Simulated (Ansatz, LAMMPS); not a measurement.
**Relaxing amorphous 52In2O3-48Li2O (mol %) (125 atoms)**

How does amorphous 52In2O3-48Li2O (mol %) (125 atoms) relax, and what do bonds, charges and levels look like afterwards?

Main program and level: Ansatz 0.2.0; Kohn-Sham DFT, PBE, PAW (set soft_2), plane waves.

This is a report of a sequence of runs, with most program output left out.

### 1. The starting structure

The cell holds 125 atoms: 32 In, 30 Li and 63 O. Its edges and angles: a = 11.348 Å, b = 11.348 Å, c = 11.348 Å, α = 90.0°, β = 90.0°, γ = 90.0°. 125 atoms (32 Sc, 30 Li, 63 O) placed at random at 3.4 g/cm³, melted at 5000 K for 10 ps at fixed volume with the Morse and Coulomb pair potential with partial charges (Pedone, Malavasi, Menziani, Cormack and Segre, J. Phys. Chem. B 110, 11780 (2006)). Quenched from 5000 K to 300 K at 300 K/ps and fixed volume, held 10 ps at zero pressure, then minimised at fixed cell. Then Sc was replaced by In and the cell scaled by 1.023 (the potential has no terms for the new elements, so the cell is a start for a DFT relaxation).

Before any run, some limits are plain. The quench rate of 300 K/ps is many orders above laboratory rates, so the cell is likely richer in defects and strain than a real sample. The network of bonds at the start is that of the classical potential that made the cell. Only the Γ point is sampled, in a cell whose shortest periodic width is 11 Å.

### 2. The classical run that made the cell

A classical potential supplies the starting structure, since it reaches far longer times than DFT.

This step: classical MD, Morse and Coulomb pair potential with partial charges (Pedone, Malavasi, Menziani, Cormack and Segre, J. Phys. Chem. B 110, 11780 (2006)) (LAMMPS 22 Jul 2025 - Update 4).

The input, in.lmp:

```
# melt-quench of Sc32Li30O63
units metal
atom_style charge
boundary p p p
region box block 0 10.9032 0 10.9032 0 10.9032
create_box 3 box
mass 1 44.9559   # Sc
mass 2 6.9400   # Li
mass 3 15.9990   # O
create_atoms 1 random 32 897654 NULL overlap 1.5 maxtry 2000
create_atoms 2 random 30 897661 NULL overlap 1.5 maxtry 2000
create_atoms 3 random 63 897668 NULL overlap 1.5 maxtry 2000
pair_style hybrid/overlay pedone 5.5 coul/long 8.0
pair_coeff * * coul/long
pair_coeff 1 3 pedone 0.000333 3.144445 3.200000 2.6   # Sc-O
pair_coeff 2 3 pedone 0.001114 3.429506 2.681360 1   # Li-O
pair_coeff 3 3 pedone 0.042395 1.379316 3.618701 22   # O-O
set type 1 charge 1.8
set type 2 charge 0.6
set type 3 charge -1.2
kspace_style pppm 1.0e-4
neigh_modify delay 0 every 1 check yes
thermo_style custom step time temp pe press density
thermo_modify norm yes
timestep 0.002
thermo 100
min_style cg
minimize 1e-4 1e-4 200 2000
reset_timestep 0
velocity all create 5000 897655 mom yes dist gaussian
fix lim all nve/limit 0.05
fix lan all langevin 5000 5000 0.2 897656 zero yes
thermo 500
run 1000 post no
# [... 10 lines left out ...]
thermo 1666
fix md all npt temp 300 300 0.2 iso 0 0 2
run 5000 post no
unfix md
thermo 100
min_style cg
minimize 0 1e-3 2000 20000
write_dump all custom glass.dump id type xs ys zs modify sort id
```

The run is started by

```console
$ lmp -in in.lmp -log none -nocite
```

It took 13 s on 1 thread of Arm Neoverse V1, shared host; peak memory 0.072 GiB.

### 3. Single point at the start

The forces at the start show how far the geometry lies from a minimum of this functional.

The input, input.yaml:

```yaml
crystal:
  lattice:
    - [11.34759, 0.0, 0.0]
    - [0.0, 11.34759, 0.0]
    - [0.0, 0.0, 11.34759]
  atoms:
    - { symbol: In, position: [0.24004, 0.34809, 0.27315] }
    - { symbol: In, position: [0.12321, 0.89958, 0.80673] }
    - { symbol: In, position: [0.21942, 0.53662, 0.49138] }
    - { symbol: In, position: [0.8843, 0.92398, 0.01662] }
    - { symbol: In, position: [0.28783, 0.18037, 0.81255] }
    - { symbol: In, position: [0.1526, 0.72225, 0.00036] }
    - { symbol: In, position: [0.91284, 0.5205, 0.62024] }
    - { symbol: In, position: [0.61806, 0.94046, 0.56082] }
    - { symbol: In, position: [0.87087, 0.01439, 0.37874] }
    - { symbol: In, position: [0.10146, 0.04215, 0.14336] }
    - { symbol: In, position: [0.60081, 0.42966, 0.0143] }
    - { symbol: In, position: [0.94043, 0.26822, 0.16297] }
    - { symbol: In, position: [0.01475, 0.17206, 0.89503] }
    - { symbol: In, position: [0.04473, 0.78943, 0.47856] }
    - { symbol: In, position: [0.41443, 0.71364, 0.97433] }
    - { symbol: In, position: [0.66842, 0.20045, 0.29915] }
    - { symbol: In, position: [0.73133, 0.47763, 0.31397] }
    - { symbol: In, position: [0.80298, 0.25603, 0.58792] }
    - { symbol: In, position: [0.49063, 0.01417, 0.31037] }
    - { symbol: In, position: [0.71531, 0.79335, 0.32255] }
    - { symbol: In, position: [0.82352, 0.03971, 0.73024] }
    - { symbol: In, position: [0.05195, 0.55596, 0.22052] }
    - { symbol: In, position: [0.89672, 0.63582, 0.88658] }
    - { symbol: In, position: [0.57325, 0.15418, 0.80493] }
    - { symbol: In, position: [0.82473, 0.37203, 0.85661] }
    - { symbol: In, position: [0.34828, 0.88779, 0.6058] }
    - { symbol: In, position: [0.48108, 0.63654, 0.48673] }
    - { symbol: In, position: [0.3311, 0.44834, 0.00738] }
    - { symbol: In, position: [0.09326, 0.07095, 0.60289] }
    - { symbol: In, position: [0.39333, 0.56445, 0.75132] }
    - { symbol: In, position: [0.25398, 0.80164, 0.29764] }
    - { symbol: In, position: [0.63864, 0.83626, 0.83141] }
    [... 87 atom lines left out ...]
    - { symbol: O, position: [0.69652, 0.02551, 0.88189] }
    - { symbol: O, position: [0.80659, 0.89467, 0.18601] }
    - { symbol: O, position: [0.04091, 0.98774, 0.30892] }
    - { symbol: O, position: [0.90361, 0.43909, 0.23212] }
    - { symbol: O, position: [0.85482, 0.18186, 0.299] }
    - { symbol: O, position: [0.68299, 0.01625, 0.39752] }
kpoints:
  mp_grid: { grid: [1, 1, 1] }
hamiltonian:
  xc: pbe
scf:
  occupations: { method: gaussian, width: 0.05 }
output:
  forces: true
  stress: true
  populations: true
  dos:
    method: { smearing: { sigma: 0.1 } }
    de: 0.1
    projected: { site_lists: { In: [In], Li: [Li], O: [O] } }
  eigenvalues: true
```

The run is started by

```console
$ ansatz run input.yaml --threads 4 --pin off --max-ram 8192MiB --backend cpu --events-out ev --progress --plain --runs-dir out
```

It took 43 s on 4 threads of Arm Neoverse V1, shared host; peak memory 2.4 GiB; 2.8 min of CPU time.

Numbers from this run:

```yaml
free_energy: -221058.0374 eV
free_energy_per_atom: -1768.4643 eV/atom
scf_cycles: 10
pressure: 3.362 GPa
r_m_s_force_component: 0.4491 eV/Å
longest_force: 1.664 eV/Å
fermi_energy: 7.795 eV
spacing_of_highest_filled_and_lowest_empty_level: 1.165 eV
spilling_of_the_projection: 0.004836
```

The r.m.s. force component of 0.45 eV/Å and the pressure of 3.4 GPa set the starting point.

Neighbours are counted within 2.58 Å (O-In), 2.58 Å (O-Li).

Length of the force by element and coordination:

```csv
element,coordination,atoms,mean length of the force (eV/Å),spread,least,most
In,all,32,0.499,0.210,0.142,0.955
In,5,16,0.483,0.231,0.142,0.899
In,6,16,0.514,0.186,0.145,0.955
Li,all,30,0.497,0.217,0.122,0.944
Li,3,3,0.524,0.199,0.256,0.733
Li,4,22,0.502,0.211,0.122,0.944
Li,5,5,0.456,0.244,0.197,0.915
O,all,63,0.864,0.408,0.0542,1.66
O,3,1,0.380,0,0.380,0.380
O,4,25,0.642,0.288,0.0542,1.20
O,5,28,0.902,0.363,0.234,1.46
O,6,8,1.39,0.239,0.993,1.66
O,7,1,1.61,0,1.61,1.61
```

### 4. Cell and atoms relaxed

Cell and atoms are freed together, to release stress as well as forces.

input.yaml, the sections that differ from step 3:

```yaml
output:
  forces: true
relax:
  f_tol: 0.05
  max_steps: 200
  cell: {}
# crystal, kpoints, hamiltonian, scf: as in step 3
```

The job ended after 14 min (4 threads; peak memory 2.5 GiB).

The steps of the relaxation (22 of 27):

```csv
step,energy less that of the first step (eV),largest force component (eV/Å),pressure (GPa),volume (Å³)
1,0.0000,1.6436,3.36,1461.20
2,-3.2162,0.6300,-0.91,1488.56
3,-3.8520,0.3495,-0.57,1481.60
5,-4.4259,0.1117,-0.04,1481.48
6,-4.4864,0.0820,0.04,1482.80
7,-4.5141,0.1518,0.02,1485.54
8,-4.5742,0.1768,0.04,1486.16
10,-4.6899,0.2171,0.02,1487.91
11,-4.7309,0.1558,0.03,1488.35
12,-4.7316,0.1577,0.06,1489.54
13,-4.8051,0.0835,0.00,1490.37
15,-4.7919,0.1989,-0.05,1497.07
16,-4.8523,0.0865,0.00,1492.26
17,-4.8578,0.0576,0.02,1494.21
18,-4.8581,0.0521,-0.01,1494.90
20,-4.8642,0.0387,0.00,1495.51
21,-4.8636,0.0508,0.00,1496.34
22,-4.8656,0.0208,0.00,1496.26
23*,-5.0962,0.0209,0.19,1496.26
25,-5.0888,0.0276,-0.07,1501.15
26,-5.0916,0.0222,-0.01,1500.73
27*,-5.1097,0.0222,0.00,1500.73
```

Relaxation steps marked * repeat the geometry before them on a plane-wave basis chosen anew for their cell, so energy and pressure can jump there. Other such steps can lie between the rows shown. Relaxation steps 15, 19, 24 were tried and not accepted.

```csv
cell as run,before,after,change
a (Å),11.348,11.204,-1.3 %
b (Å),11.348,11.732,+3.4 %
c (Å),11.348,11.422,+0.7 %
α (°),90.00,91.02,+1.1 %
β (°),90.00,90.81,+0.9 %
γ (°),90.00,91.27,+1.4 %
volume (Å³/atom),11.69,12.01,+2.7 %
```

The atoms that moved most (Å, as changes of fractional coordinates times the final cell):

```csv
atom,dx,dy,dz,length
Li42,0.545,-0.837,-0.702,1.221
Li45,0.540,0.779,0.519,1.081
Li36,-0.003,0.559,-0.628,0.841
Li56,0.258,0.088,0.541,0.606
Li37,0.311,0.070,-0.483,0.578
Li44,-0.024,-0.108,-0.449,0.462
Li43,-0.167,-0.397,-0.003,0.431
Li53,0.104,-0.371,-0.067,0.391
```

The relaxation changed the energy by -40.9 meV/atom, and atoms moved by 0.26 Å r.m.s., 1.2 Å at most.

### 5. Structure statistics after relaxation

Bonds before and after, by the cutoffs listed below:

```csv
pair,bonds before,bonds after,mean before (Å),mean after (Å),spread before (Å),spread after (Å)
O-In,176,174,2.173,2.207,0.069,0.087
O-Li,114,108,2.086,2.005,0.089,0.107
```

Density 5.41 g/cm³, 12.01 Å³ an atom.

g(r), total and by pair (bins of 0.2 Å):

```csv
r (Å),total,O-O,O-In,O-Li,In-In,In-Li,Li-Li
1.80,0.35,0.00,0.00,1.45,0.00,0.00,0.00
2.00,1.50,0.00,0.34,5.86,0.00,0.00,0.00
2.20,2.73,0.00,9.39,1.14,0.00,0.00,0.53
2.40,0.31,0.00,0.74,0.27,0.00,0.00,0.88
2.60,0.38,0.04,0.18,0.48,0.00,0.18,3.14
2.80,0.96,1.31,0.23,0.32,0.00,3.15,1.84
3.00,1.36,2.96,0.16,0.60,0.37,2.62,1.21
3.20,1.39,2.95,0.08,0.65,2.49,1.92,1.18
3.40,1.06,1.60,0.36,0.79,2.13,1.65,0.45
3.60,0.91,1.02,0.59,0.83,2.25,0.86,0.71
3.80,0.91,0.84,0.79,0.94,1.85,0.90,0.55
4.00,0.96,0.36,1.25,1.31,1.18,0.74,0.99
4.20,0.97,0.68,1.35,1.07,0.72,0.74,0.91
4.40,0.88,0.84,1.12,1.01,0.43,0.67,0.41
4.60,0.89,0.29,1.10,1.67,0.55,0.41,0.63
4.80,1.05,0.62,1.43,1.48,0.35,0.84,0.81
5.00,1.09,0.76,1.56,1.23,0.61,0.87,0.85
5.20,0.97,0.85,1.29,0.64,0.69,1.25,1.08
5.40,1.08,1.48,1.00,0.77,0.92,1.01,1.37
```

Bonds by pair of elements; cutoffs follow the first minimum of g(r), held within bounds set by covalent radii, and pairs that aren't listed don't count as bonded:

```csv
pair A-B,cutoff (Å),bonds,mean length (Å),spread (Å),shortest (Å),B about A,A about B
O-In,2.62,174,2.21,0.087,2.06,2.76,5.44
O-Li,2.38,108,2.00,0.107,1.81,1.71,3.6
```

How many atoms have how many bonded neighbours:

```csv
element,mean,2,3,4,5,6
In,5.44,0,0,1,16,15
Li,3.6,1,11,17,1,0
O,4.48,0,2,32,26,3
```

Bond angles, per cent of each kind in bins of 5°:

```csv
angle (°),O-In-O,In-O-Li,In-O-In,O-Li-O,Li-O-Li
65–70,0.0,0.0,0.0,0.0,4.0
70–75,1.0,0.4,0.0,0.0,5.4
75–80,6.1,5.3,0.0,0.0,21.6
80–85,18.4,13.0,0.6,2.7,9.5
85–90,15.6,20.6,11.4,4.8,6.8
90–95,11.8,11.8,18.0,9.6,13.5
95–100,10.0,6.5,12.0,17.1,2.7
100–105,6.4,4.6,8.4,21.2,6.8
105–110,3.3,5.0,9.0,8.2,1.4
110–115,3.1,5.0,8.4,4.8,1.4
115–120,1.8,4.2,6.6,6.2,2.7
120–125,1.5,2.3,6.0,5.5,2.7
125–130,1.8,2.7,3.6,4.1,2.7
130–135,0.5,2.3,5.4,4.1,0.0
135–140,0.5,0.8,1.8,2.1,1.4
140–145,1.3,1.1,1.2,1.4,1.4
145–150,0.8,2.7,3.0,3.4,1.4
150–155,1.0,1.5,1.8,2.1,5.4
155–160,3.1,1.9,1.2,0.0,1.4
160–165,4.3,3.4,0.6,0.7,4.0
165–170,4.6,2.7,1.2,1.4,2.7
170–175,2.1,1.9,0.0,0.7,1.4
175–180,1.0,0.4,0.0,0.0,0.0
```

Bond angles (no mean is given where the spread exceeds 20°):

```csv
angle,count,mean (°),spread (°)
O-In-O,391,-,-
In-O-Li,262,-,-
In-O-In,167,110,19.4
O-Li-O,146,110,18.9
Li-O-Li,74,-,-
```

Bond length by coordination (bonds to H left out):

```csv
element,coordination,atoms,mean bond length (Å)
In,4,1,2.15
In,5,16,2.18
In,6,15,2.24
Li,2,1,1.94
Li,3,11,1.94
Li,4,17,2.03
Li,5,1,2.14
O,3,2,2.14
O,4,32,2.13
O,5,26,2.12
O,6,3,2.16
```

First main peaks of g(r), for some of the pairs, lie near 3.1 Å (O-O), 2.2 Å (O-In), 2.0 Å (O-Li), 2.9 Å (In-Li) and 2.6 Å (Li-Li). Counting bonds as in the table, 50 % of In atoms have 5, 57 % of Li atoms have 4 and 51 % of O atoms have 4 bonded neighbours.

(Continued in part 2 of 2.)

[Logs are printed without paths, hosts, clocks, repeated set-up lines and the standing remarks that a program may print on its own settings, such as how far it seeks lower states.]

[Hosts, paths, dates, database ids (printed as entryN), source tags and the programs' standing remarks are cut or masked in the printed files.]
